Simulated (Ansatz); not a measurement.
# What TiCdSe3 (model cell, started as cubic perovskite with Ti in the octahedra) distorts into, part 2 of 2

Wanted: the energy along a soft mode of TiCdSe3 (model cell, started as cubic perovskite with Ti in the octahedra) and the structure at the end.

Ansatz 0.2.0; DFT PBE, scalar-relativistic, plane waves, PAW.

So far, highest frequency on the path or at a solved wavevector (cm⁻¹): step 2 (the dispersion) 251. Also lowest frequency on the path (cm⁻¹): step 2 -126.

The structure was built from a prototype and need not be the compound's stable phase.

**6. Relaxing from the distorted cell**

Starting from the lowest point found, all atoms and the cell are let go, so that strain and other modes of the same symmetry can join in.

The input, input.yaml:

```yaml
crystal:
  lattice:
    - [4.9773704866, 4.9773704866, 0.0]
    - [4.9773704866, 0.0, 4.9773704866]
    - [4.9773704866, 0.0, -4.9773704866]
  atoms:
    - { symbol: Cd, position: [0.0, 0.5, 0.5] }
    - { symbol: Cd, position: [0.0, 0.0, 0.0] }
    - { symbol: Ti, position: [0.5, 0.25, 0.75] }
    - { symbol: Ti, position: [0.5, 0.75, 0.25] }
    - { symbol: Se, position: [0.5852385953, 0.4147614047, 0.4147614047] }
    - { symbol: Se, position: [0.4147614047, 0.0852385953, 0.0852385953] }
    - { symbol: Se, position: [0.0, -0.0426192977, 0.5426192977] }
    - { symbol: Se, position: [0.0, 0.5426192977, -0.0426192977] }
    - { symbol: Se, position: [0.5, 0.5426192977, -0.0426192977] }
    - { symbol: Se, position: [0.5, -0.0426192977, 0.5426192977] }
kpoints:
  mp_grid: { grid: [8, 8, 8] }
hamiltonian:
  xc: pbe
scf:
  occupations: { method: methfessel_paxton, width: 0.2 }
output:
  forces: true
  stress: true
  eigenvalues: true
relax:
  adjacent_minimum: "off"
  f_tol: 0.002
  max_steps: 120
  cell: { stress_tol: 0.03 }
```

On the command line:

```bash
$ ansatz run input.yaml --threads 8 --pin off --max-ram 14336MiB --backend cpu --events-out ev --progress --plain --runs-dir out
```

Numbers of over 12 decimals in the logs are rounded to 6 here.

Output:

```text
[...]
Crystal: 10 atoms, lattice volume = 246.621 Å³
Basis set: ecut = 420 eV, 4909 PW (Γ), exchange–correlation on 96×96×96 points (8 copies of the dense FFT grid, shifted against one another)
Bands: 96, of which v1, the nominal top of the filled ones, is band 80 counted from 1 (79 counted from 0)
Symmetry: 8 space group operations
[...]
k-points: 95 of 512
[...]
SCF iter   1: F=—  HF=-54328.272762 eV  |F-HF|=—  |Δ(HF+E_count)|=         —  Δρ=2.97e-3  dr2=2.79e-2  ethr=1.77e-3  ⟨swp⟩=5.6  Hψ=30534  notcnv=0
[...]
SCF iter   7: F=-54328.268905 eV  HF=-54328.268905 eV  |F-HF|=4.09e-9  |Δ(HF+E_count)|=   2.46e-7  S|Δr|=    0.00e0  Δρ=2.51e-6  dr2=1.27e-8  ethr=6.25e-11  ⟨swp⟩=8.2  Hψ=37921  notcnv=0
SCF 1 converged in 7 iterations: F = -54328.268905 eV  dr2 = 1.27e-8
[...]
relax step   1: F+E_penalty+E_count = -54328.26890520 eV  Δ(F+E_penalty+E_count) = +0.000e0 eV  max|allowed force component| = 8.087e-1 eV/Å  Δτ_max = 0.0000 Å  P = -2.400 GPa  Ω = 246.621 Å³  (7 SCF iters, dr2 threshold 1.00e-7 eV, accepted)
Crystal: 10 atoms, lattice volume = 238.153 Å³
Basis set: ecut = 420 eV, 4641 PW (Γ), exchange–correlation on 96×96×96 points (8 copies of the dense FFT grid, shifted against one another)
[...]
SCF iter   7: F=-54329.280495 eV  HF=-54329.280496 eV  |F-HF|=5.32e-7  |Δ(HF+E_count)|=   6.00e-6  S|Δr|=    0.00e0  Δρ=1.17e-5  dr2=3.72e-7  ethr=6.25e-10  ⟨swp⟩=3.4  Hψ=40913  notcnv=0
SCF 2 converged in 7 iterations: F = -54329.280495 eV  dr2 = 3.72e-7
relax step   2: F+E_penalty+E_count = -54329.28049507 eV  Δ(F+E_penalty+E_count) = -1.012e0 eV  max|allowed force component| = 5.627e-1 eV/Å  Δτ_max = 0.1997 Å  P = -1.383 GPa  Ω = 238.153 Å³  energy of the carried Pulay correction = +1.125e-3 eV  (7 SCF iters, dr2 threshold 1.00e-6 eV, accepted)
Crystal: 10 atoms, lattice volume = 231.089 Å³
Basis set: ecut = 420 eV, 4545 PW (Γ), exchange–correlation on 96×96×96 points (8 copies of the dense FFT grid, shifted against one another)
[...]
SCF iter   7: F=-54329.847823 eV  HF=-54329.847823 eV  |F-HF|=3.19e-7  |Δ(HF+E_count)|=   4.35e-6  S|Δr|=    0.00e0  Δρ=2.06e-5  dr2=9.32e-7  ethr=6.25e-10  ⟨swp⟩=8.6  Hψ=48384  notcnv=0
SCF 3 converged in 7 iterations: F = -54329.847823 eV  dr2 = 9.32e-7
relax step   3: F+E_penalty+E_count = -54329.84782257 eV  Δ(F+E_penalty+E_count) = -5.673e-1 eV  max|allowed force component| = 2.665e-1 eV/Å  Δτ_max = 0.1915 Å  P = +0.250 GPa  Ω = 231.089 Å³  energy of the carried Pulay correction = +2.095e-3 eV  (7 SCF iters, dr2 threshold 1.00e-6 eV, accepted)
[...]
relax step   4: F+E_penalty+E_count = -54329.93852968 eV  Δ(F+E_penalty+E_count) = -9.071e-2 eV  max|allowed force component| = 1.356e-1 eV/Å  Δτ_max = 0.1950 Å  P = -0.062 GPa  Ω = 232.354 Å³  energy of the carried Pulay correction = +1.919e-3 eV  (7 SCF iters, dr2 threshold 1.00e-6 eV, accepted)
[...]
relax step   5: F+E_penalty+E_count = -54329.94602591 eV  Δ(F+E_penalty+E_count) = -7.496e-3 eV  max|allowed force component| = 2.743e-2 eV/Å  Δτ_max = 0.0446 Å  P = -0.076 GPa  Ω = 232.245 Å³  energy of the carried Pulay correction = +1.934e-3 eV  (6 SCF iters, dr2 threshold 1.00e-6 eV, accepted)
[...]
relax step   6: F+E_penalty+E_count = -54329.94658294 eV  Δ(F+E_penalty+E_count) = -5.570e-4 eV  max|allowed force component| = 1.889e-2 eV/Å  Δτ_max = 0.0076 Å  P = +0.053 GPa  Ω = 231.872 Å³  energy of the carried Pulay correction = +1.986e-3 eV  (6 SCF iters, dr2 threshold 6.05e-8 eV, accepted)
[...]
relax step   7: F+E_penalty+E_count = -54329.94672417 eV  Δ(F+E_penalty+E_count) = -1.412e-4 eV  max|allowed force component| = 4.359e-4 eV/Å  Δτ_max = 0.0026 Å  P = -0.002 GPa  Ω = 232.034 Å³  energy of the carried Pulay correction = +1.963e-3 eV  (6 SCF iters, dr2 threshold 2.23e-8 eV, accepted)
Basis set: ecut = 420 eV, 4535 PW (Γ), exchange–correlation on 100×96×96 points (8 copies of the dense FFT grid, shifted against one another)
[...]
SCF iter   8: F=-54329.944509 eV  HF=-54329.944509 eV  |F-HF|=2.18e-11  |Δ(HF+E_count)|=  9.46e-11  S|Δr|=    0.00e0  Δρ=4.71e-8  dr2=7.89e-12  ethr=1.00e-12  ⟨swp⟩=4.1  Hψ=29364  notcnv=0
SCF 8 converged in 8 iterations: F = -54329.944509 eV  dr2 = 7.89e-12
relax step   8: F+E_penalty+E_count = -54329.94450898 eV  Δ(F+E_penalty+E_count) = +2.215e-3 eV  max|allowed force component| = 4.550e-4 eV/Å  Δτ_max = 0.0000 Å  P = -0.001 GPa  Ω = 232.034 Å³  stress off target by 2.50e-3 GPa  SCF on the basis re-selected at this cell (its energy is not comparable with the rows above)  (8 SCF iters)
basis re-selected at this cell: Δ(F+E_penalty+E_count) = +2.215e-3 eV, ΔP = +0.001 GPa vs the last step (what re-selecting the basis moved, of the pressure what is left beyond the Pulay correction that the steps carried, after the strain that the cell walked since its last selection, with what the two solves' SCF thresholds leave and, on support functions, any second-order correction that the steps lacked; it is no measure of the basis error at this ecutwfc). The dense FFT grid was sized anew with the basis: this SCF ran on 50×48×48 points, the steps before it on 48×48×48, so part of this shift can come from that change (see relax.cell in the input reference). [rest of the remark cut]
SCF converged after 8 iterations
[...]
Free energy (F): -54329.944509 eV
[...]
Internal energy: -54329.958805 eV  (E = F + TS)
E sigma→0 (E₀):  -54329.948083 eV
Entropy (-TS):   0.014296 eV (1.430 meV/atom)
Fermi energy:    9.618229 eV
[...]
--- Forces (eV/Å), atoms counted from 1 ---
  atom   1  Cd    -0.00032960     0.00032960     0.00000000
  atom   2  Cd     0.00032960    -0.00032960    -0.00000000
  atom   3  Ti    -0.00000000     0.00000000    -0.00000000
  atom   4  Ti    -0.00000000    -0.00000000     0.00000000
  atom   5  Se    -0.00045495     0.00045495     0.00000000
  atom   6  Se     0.00045495    -0.00045495    -0.00000000
  atom   7  Se     0.00000000     0.00000000     0.00044654
  atom   8  Se    -0.00000000    -0.00000000    -0.00044654
  atom   9  Se     0.00000000     0.00000000    -0.00044654
  atom  10  Se    -0.00000000    -0.00000000     0.00044654
  max |Σ_I F_I| component: 2.71e-19 eV/Å
--- Stress (GPa, compression-positive) ---
       -0.000190       0.001876       0.000000
        0.001876      -0.000190      -0.000000
        0.000000      -0.000000      -0.002502
  P = ⅓ Tr σ = -0.0010 GPa (-0.010 kbar)
--- Band table (eV; the first three rows and the last of 95) ---
  k-point 0: bands = [... 76 lower, 9.1800, 9.2379, 9.5526, 9.6734, 9.7012, 9.7022, 10.1386, 10.3088, ... 12 higher]
  k-point 1: bands = [... 76 lower, 8.8232, 9.2798, 9.2944, 9.6355, 9.6409, 9.8492, 10.2734, 10.3426, ... 12 higher]
  k-point 2: bands = [... 76 lower, 8.8426, 8.8481, 9.2454, 9.5389, 9.6992, 9.9050, 10.2887, 10.5592, ... 12 higher]
  k-point 94: bands = [... 76 lower, 8.1745, 8.1745, 8.7280, 8.7280, 10.0993, 10.0993, 10.4853, 10.4853, ... 12 higher]
--- Relaxed structure (7 steps of the walk, 7 accepted, 1 SCFs on fresh bases) ---
  F+E_penalty+E_count = -54329.94450898 eV   max|allowed force component| = 4.550e-4 eV/Å   (the final SCF, on the basis selected at the relaxed cell)
  cell:  # Å, volume = 232.0342 Å³
    - [5.170588, 5.170588, 0.0]
    - [4.898764, 0.271824, 4.849402]
    - [4.898764, 0.271824, -4.849402]
  atoms:
    - { symbol: Cd, position: [-0.053958, 0.553958, 0.553958] }
    - { symbol: Cd, position: [0.053958, -0.053958, -0.053958] }
    - { symbol: Ti, position: [0.500000, 0.25, 0.75] }
    - { symbol: Ti, position: [0.500000, 0.750000, 0.250000] }
    - { symbol: Se, position: [0.651139, 0.348861, 0.348861] }
    - { symbol: Se, position: [0.348861, 0.151139, 0.151139] }
    - { symbol: Se, position: [-3.469446951953614e-18, -0.070628, 0.570628] }
    - { symbol: Se, position: [-3.469446951953614e-18, 0.570628, -0.070628] }
    - { symbol: Se, position: [0.5, 0.570628, -0.070628] }
    - { symbol: Se, position: [0.5, -0.070628, 0.570628] }
```

Run time: 2.3 min. Hardware: 8 threads of Arm Neoverse V2, shared host; peak memory 2.3 GiB.

Relaxation path:

```csv
step,energy less that of the first step (eV),largest force component (eV/Å),pressure (GPa),volume (Å³)
1,0.0000,0.8087,-2.40,246.62
2,-1.0116,0.5627,-1.38,238.15
3,-1.5789,0.2665,0.25,231.09
4,-1.6696,0.1356,-0.06,232.35
5,-1.6771,0.0274,-0.08,232.25
6,-1.6777,0.0189,0.05,231.87
7,-1.6778,0.0004,0.00,232.03
8*,-1.6756,0.0005,0.00,232.03
```

Relaxation steps marked * repeat the geometry before them on a plane-wave basis chosen anew for their cell, so energy and pressure can jump there.

Forces are held to the 8 operations that the run works with; a distortion that breaks them can't arise in this run.

```csv
"conventional cell, symmetrised",before,after,change
a (Å),7.039,7.312,+3.9 %
b (Å),9.955,9.699,-2.6 %
c (Å),7.039,6.543,-7.0 %
volume (Å³/atom),24.66,23.20,-5.9 %
```

The atoms that moved most (Å, as changes of fractional coordinates times the final cell):

```csv
atom,dx,dy,dz,length
Se6,0.305,-0.305,0.000,0.431
Se5,-0.305,0.305,0.000,0.431
Cd2,-0.250,0.250,0.000,0.353
Cd1,0.250,-0.250,0.000,0.353
Se7,0.000,0.000,-0.272,0.272
Se8,0.000,0.000,0.272,0.272
Se10,0.000,0.000,-0.272,0.272
Se9,0.000,0.000,0.272,0.272
```

Numbers from this step:

```yaml
pressure: -9.60e-4 GPa
volume_per_atom: 23.20 Å³
```

The distorted start has space group Imma; the relaxation ends in Imma.

**7. The new phase in its own primitive cell**

The relaxed structure is symmetrised, reduced to its primitive cell and relaxed tightly, as its phonons need.

The input, input.yaml:

```yaml
crystal:
  lattice:
    - [-3.6561579885, 4.8494018818, 3.271740866]
    - [3.6561579885, -4.8494018818, 3.271740866]
    - [3.6561579885, 4.8494018818, -3.271740866]
  atoms:
    - { symbol: Cd, position: [0.3039582256, 0.0539582256, 0.25] }
    - { symbol: Cd, position: [0.6960417744, 0.9460417744, 0.75] }
    - { symbol: Ti, position: [0.5, 0.5, 0.0] }
    - { symbol: Ti, position: [0.0, 0.5, 0.5] }
    - { symbol: Se, position: [0.0988605665, 0.3488605665, 0.75] }
    - { symbol: Se, position: [0.9011394335, 0.6511394335, 0.25] }
    - { symbol: Se, position: [0.32062754, 0.0, 0.82062754] }
    - { symbol: Se, position: [0.67937246, 0.0, 0.17937246] }
    - { symbol: Se, position: [0.67937246, 0.5, 0.67937246] }
    - { symbol: Se, position: [0.32062754, 0.5, 0.32062754] }
kpoints:
  mp_grid: { grid: [8, 8, 8] }
hamiltonian:
  xc: pbe
scf:
  occupations: { method: methfessel_paxton, width: 0.2 }
output:
  forces: true
  stress: true
  eigenvalues: true
relax:
  adjacent_minimum: "off"
  f_tol: 0.001
  max_steps: 60
  cell: { stress_tol: 0.01 }
```

Output:

```text
[...]
Crystal: 10 atoms, lattice volume = 232.034 Å³
Basis set: ecut = 420 eV, 4535 PW (Γ), exchange–correlation on 96×96×96 points (8 copies of the dense FFT grid, shifted against one another)
Bands: 96, of which v1, the nominal top of the filled ones, is band 80 counted from 1 (79 counted from 0)
Symmetry: 8 space group operations
[...]
k-points: 95 of 512
[...]
- { symbol: Ti, position: [0.500000, 0.500000, 0.0] }
    - { symbol: Ti, position: [0.0, 0.5, 0.5] }
    - { symbol: Se, position: [0.098861, 0.348861, 0.75] }
    - { symbol: Se, position: [0.901139, 0.651139, 0.250000] }
    - { symbol: Se, position: [0.32062754, -5.551115123125783e-17, 0.82062754] }
    - { symbol: Se, position: [0.67937246, -5.551115123125783e-17, 0.179372] }
    - { symbol: Se, position: [0.67937246, 0.5, 0.67937246] }
    - { symbol: Se, position: [0.32062754, 0.5, 0.32062754] }
[key lines of the parts left out:]
SCF converged after 7 iterations
Free energy (F): -54329.944509 eV
Fermi energy:    9.618229 eV
P = ⅓ Tr σ = -0.0010 GPa (-0.010 kbar)
```

Wall time 31 s (8 threads); peak memory 2.1 GiB.

Little changed from the start: no atom moved by 0.005 Å and no cell edge by 0.1 %.

This step gave:

| Item | Value |
| --- | --- |
| pressure | -9.59e-4 GPa |

The largest force component left is 0.64 meV/Å and the pressure is -0.001 GPa, within the tolerances set. The cell now holds 23.20 Å³/atom.

**8. Modes of the new phase**

A relaxed structure may still be a saddle point, so its zone-centre modes are computed. No field response is asked, since the mesh shows no gap.

Edit input.yaml of step 7 so:

```diff
@@ -23,9 +23,4 @@
 output:
-  forces: true
-  stress: true
   eigenvalues: true
-relax:
-  adjacent_minimum: "off"
-  f_tol: 0.001
-  max_steps: 60
-  cell: { stress_tol: 0.01 }
+phonons:
+  method: dfpt
```

Output:

```text
Engine: ansatz 0.2.0, aarch64-unknown-linux-gnu
Pseudopotentials: kind: paw
Pseudopotential: Cd, paw, valence charge 20, recommended cutoff 420 eV (normal), Cd.paw.azcp
Pseudopotential: Ti, paw, valence charge 12, recommended cutoff 420 eV (normal), Ti.paw.azcp
Pseudopotential: Se, paw, valence charge 16, recommended cutoff 420 eV (normal), Se.paw.azcp
Functional definition: PBE
  parameter kappa = 0.804
  parameter beta = 0.066725
  exchange = pbe_x(kappa = kappa, mu = beta*pi^2/3)
  correlation = pbe_c(beta = beta)
Crystal: 10 atoms, lattice volume = 232.034 Å³
Basis set: ecut = 420 eV, 4535 PW (Γ), exchange–correlation on 96×96×96 points (8 copies of the dense FFT grid, shifted against one another)
Bands: 96, of which v1, the nominal top of the filled ones, is band 80 counted from 1 (79 counted from 0)
Symmetry: 8 space group operations
k-points: 260 of 512 (irreducible under 1 space group operation, time reversal used)
Non-local potential: Cd, projectors of the file, l = 0: 3, l = 1: 2, l = 2: 2, l = 3: 1
Non-local potential: Ti, projectors of the file, l = 0: 3, l = 1: 2, l = 2: 3, l = 3: 1
Non-local potential: Se, projectors of the file, l = 0: 2, l = 1: 2, l = 2: 3, l = 3: 1
PAW form: soft (Blöchl's): semilocal exchange-correlation on the pseudo side does not see the compensation charge
PAW one-centre angular grid: Cd, 590 points (default); XC on 64 Gauss nodes
PAW one-centre angular grid: Ti, 590 points (default); XC on 64 Gauss nodes
PAW one-centre angular grid: Se, 590 points (default); XC on 64 Gauss nodes
Initial density: superposition of atomic densities (neutral atoms: chi_scale 0, normalization atom), corrected by the library's trained network
Initial wavefunctions: pseudopotential atomic-orbital guess
Functional: x = pbe(κ = 0.804, μ = 0.219515), c = pbe(β = 0.066725)
SCF iter   1: F=—  HF=-54329.944486 eV  |F-HF|=—  |Δ(HF+E_count)|=         —  Δρ=3.03e-3  dr2=1.61e-2  ethr=1.77e-3  ⟨swp⟩=5.4  Hψ=83242  notcnv=0
preconditioner: auto → LDOS  [metal: Δε(μ)=0.018 eV  Ē_g=8.719 eV  σ=0.200 eV  W_gap=0.07  n_scr=58 (ndim 8)  ℏωp=20.1 eV  f_vac=0.036  D(μ)=1.82/eV (n_scr^D=8)  β→1.0]
SCF iter   2: F=—  HF=-54329.949760 eV  |F-HF|=—  |Δ(HF+E_count)|=   5.27e-3  S|Δr|=    0.00e0  Δρ=3.08e-3  dr2=4.16e-2  ethr=1.01e-5  ⟨swp⟩=2.1  Hψ=47586  notcnv=0
SCF iter   3: F=—  HF=-54329.946800 eV  |F-HF|=—  |Δ(HF+E_count)|=   2.96e-3  S|Δr|=    0.00e0  Δρ=2.30e-3  dr2=2.42e-2  ethr=1.01e-5  ⟨swp⟩=2.0  Hψ=35167  notcnv=0
SCF iter   4: F=—  HF=-54329.944934 eV  |F-HF|=—  |Δ(HF+E_count)|=   1.87e-3  S|Δr|=    0.00e0  Δρ=7.66e-4  dr2=2.81e-3  ethr=1.01e-5  ⟨swp⟩=1.1  Hψ=24056  notcnv=0
SCF iter   5: F=—  HF=-54329.944621 eV  |F-HF|=—  |Δ(HF+E_count)|=   3.14e-4  S|Δr|=    0.00e0  Δρ=1.87e-4  dr2=1.50e-4  ethr=1.76e-6  ⟨swp⟩=1.7  Hψ=24417  notcnv=0
SCF iter   6: F=—  HF=-54329.944613 eV  |F-HF|=—  |Δ(HF+E_count)|=   7.26e-6  S|Δr|=    0.00e0  Δρ=1.69e-5  dr2=1.16e-6  ethr=9.35e-8  ⟨swp⟩=1.4  Hψ=24262  notcnv=0
SCF iter   7: F=—  HF=-54329.944509 eV  |F-HF|=—  |Δ(HF+E_count)|=   1.04e-4  S|Δr|=    0.00e0  Δρ=3.58e-6  dr2=4.59e-8  ethr=7.26e-10  ⟨swp⟩=2.0  Hψ=42221  notcnv=0
SCF iter   8: F=—  HF=-54329.944509 eV  |F-HF|=—  |Δ(HF+E_count)|=   3.90e-9  S|Δr|=    0.00e0  Δρ=1.23e-6  dr2=3.07e-9  ethr=2.87e-11  ⟨swp⟩=2.0  Hψ=31278  notcnv=0
SCF iter   9: F=—  HF=-54329.944509 eV  |F-HF|=—  |Δ(HF+E_count)|=  7.20e-10  S|Δr|=    0.00e0  Δρ=3.78e-7  dr2=1.66e-10  ethr=1.92e-12  ⟨swp⟩=2.0  Hψ=36973  notcnv=0
SCF iter  10: F=—  HF=-54329.944509 eV  |F-HF|=—  |Δ(HF+E_count)|=  2.69e-10  S|Δr|=    0.00e0  Δρ=9.31e-8  dr2=1.84e-11  ethr=1.00e-12  ⟨swp⟩=1.0  Hψ=23958  notcnv=0
SCF iter  11: F=-54329.944509 eV  HF=-54329.944509 eV  |F-HF|=7.28e-12  |Δ(HF+E_count)|=  7.28e-12  S|Δr|=    0.00e0  Δρ=2.41e-8  dr2=1.03e-12  ethr=1.00e-12  ⟨swp⟩=9.2  Hψ=123577  notcnv=0
SCF 1 converged in 11 iterations: F = -54329.944509 eV  dr2 = 1.03e-12
[...]
DFPT response loops at Γ: preconditioner auto → Kerker (q_TF=auto, 2.564 Å⁻¹) (partly filled bands, converged f_vac=0.034); β = 1.00, the filter's whole step (`scf.mixing.beta` (0.50) is not read by the response loops under this deck's `scf.mixing.preconditioner`; to damp them name `kerker` or `kerker_dos`, under which they read `scf.mixing.beta`, and type it under 1.00, their step now; both keys bind the ground state too); Broyden in place of MSR1
the run's response loops start from zero, take more passes and end by a threshold: the memory limit or budget leaves too little room for the subspace of the ground state's own states beside the solves, or none could be made (phonons.method)
```

It took 9.1 min on 8 threads; peak memory 12 GiB.

The run was cut off at the time limit after its SCF cycle had converged; no result of it is taken.

The program's message: “Warning: RAYON”

**9. Results**

* unstable mode of the parent: q = (-0.5, -0.5, -0.5), 107i cm⁻¹
* depth at the lowest point sampled: 184 meV/atom
* largest atomic shift at that point: 0.6 Å
* space group reached (within 0.01 Å): Imma
* energy gained over the parent (first relaxation, on the mesh of the frozen mode): 351 meV/atom
* volume per atom, phase reached: 23.2 Å³

Along this mode the structure falls into Imma, 351 meV/atom below the parent. At the parent's cell the well is 183.7 meV/atom deep on the steps tried, with its lowest point at a shift of 0.6 Å. That is the last step tried, so the steps alone don't bracket the bottom of the well. Relaxing atoms and cell changes the gain by +167.73 meV/atom against the lowest step (energies at zero smearing). The modes of the phase reached were not computed on this path. Of the 7 patterns followed to their end from this parent, this one ends 9.34 meV/atom above the lowest, R-3c. Each path keeps the symmetry of its pattern, so a lower phase may lie along a pattern not tried. With no gap, or one that is small against the smearing, the frequencies hang on the k mesh and the smearing, most of all near Kohn anomalies. The starting cell was built on a prototype and not taken from a measurement, so the phase need not exist.

[Logs are printed without paths, hosts, clocks, repeated set-up lines and the standing remarks that a program may print on its own settings, such as how far it seeks lower states.]

[Hosts, paths, dates, database ids (printed as entryN), source tags and the programs' standing remarks are cut or masked in the printed files.]
